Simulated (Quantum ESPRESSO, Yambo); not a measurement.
Planning a run of Yambo 5.3.0 on In2O3 (R-3c). The input:

```
HF_and_locXC
gw0
dyson
ppa
em1d
rim_cut
RandQpts= 1000000
RandGvec= 1 RL
EXXRLvcs= 80 Ry
VXCRLvcs= 320 Ry
Chimod= "HARTREE"
% BndsRnXp
 1 | 173 |
%
NGsBlkXp= 6.5 Ry
% LongDrXp
 1 | 1 | 1 |
%
% GbndRnge
 1 | 173 |
%
DysSolver= "n"
ExtendOut
PPAPntXp= 27.21138 eV
% QPkrange
 2 | 2 | 59 | 62 |
 1 | 1 | 59 | 62 |
%
```

```sh
OMP_NUM_THREADS=2 mpirun -n 4 yambo -F gw4.in -J gw4 -C gw4 > gw4.log
```

The stored states that it reads are on a 4×4×4 mesh. The structure is trigonal, space group R-3c (No. 167). The conventional cell has a = 5.487 Å, b = 5.487 Å, c = 14.510 Å, α = 90.00°, β = 90.00°, γ = 120.00°. Nearest to In lie 6 O at 2.12 to 2.26 Å. Nearest to O lie 4 In at 2.12 to 2.26 Å. Farther neighbours and most contacts between anions are not listed.

Question: How long will it take on 4 MPI ranks of Arm Neoverse V2, shared host, and how much memory?

It took 9.9 min; on shared hardware allow 5 min to 20 min. Peak host memory was 9.5 GiB.

The screening grows as filled bands × empty bands × pairs of k points, times the square of the screening basis for the matrix.

[Paths, hosts, dates, memory and timing lines, banners, echoed tables and standing remarks are left out of the program output.]

[Logs are printed without paths, hosts, clocks, repeated set-up lines and the standing remarks that a program may print on its own settings, such as how far it seeks lower states.]

[Runs of the session that timed out or met a known fault of the program may be left out.]

[Hosts, paths, dates, database ids (printed as entryN), source tags and the programs' standing remarks are cut or masked in the printed files.]
